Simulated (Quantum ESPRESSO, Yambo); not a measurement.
Planning a run of Quantum ESPRESSO 7.5 on SnSe2 (1T monolayer). The input:

```
&control
  calculation = 'scf'
  prefix = 'x'
  outdir = 'o'
  pseudo_dir = 'pseudo'
  tprnfor = .true.
  tstress = .true.
/
&system
  ibrav = 0
  nat = 3
  ntyp = 2
  ecutwfc = 104.0
  nbnd = 40
  force_symmorphic = .true.
/
&electrons
  conv_thr = 1e-10
  electron_maxstep = 80
  mixing_beta = 0.5
/
ATOMIC_SPECIES
  Sn 118.71 Sn.upf
  Se 78.971 Se.upf
CELL_PARAMETERS angstrom
  3.8732937303 -0.0000000001 0.0000000000
  -1.9366468651 3.3543707668 0.0000000000
  0.0000000000 0.0000000000 15.0000000000
ATOMIC_POSITIONS crystal
  Sn 0.0000000000 0.0000000000 0.5000000000
  Se 0.3333333333 0.6666666667 0.6063661892
  Se 0.6666666667 0.3333333333 0.3936338108
K_POINTS automatic
  9 9 1 0 0 0
```

```sh
OMP_NUM_THREADS=1 mpirun -n 8 pw.x -nk 8 -in pw.in > pw.out
```

Question: How long will it take on 8 MPI ranks of Arm Neoverse V2, shared host, and how much memory?

It took 36 s; on shared hardware allow 18 s to 72 s. Peak host memory was 1.8 GiB.

[Paths, hosts, dates, memory and timing lines, banners, echoed tables and standing remarks are left out of the program output.]

[Logs are printed without paths, hosts, clocks, repeated set-up lines and the standing remarks that a program may print on its own settings, such as how far it seeks lower states.]

[Runs of the session that timed out or met a known fault of the program may be left out.]

[Hosts, paths, dates, database ids (printed as entryN), source tags and the programs' standing remarks are cut or masked in the printed files.]
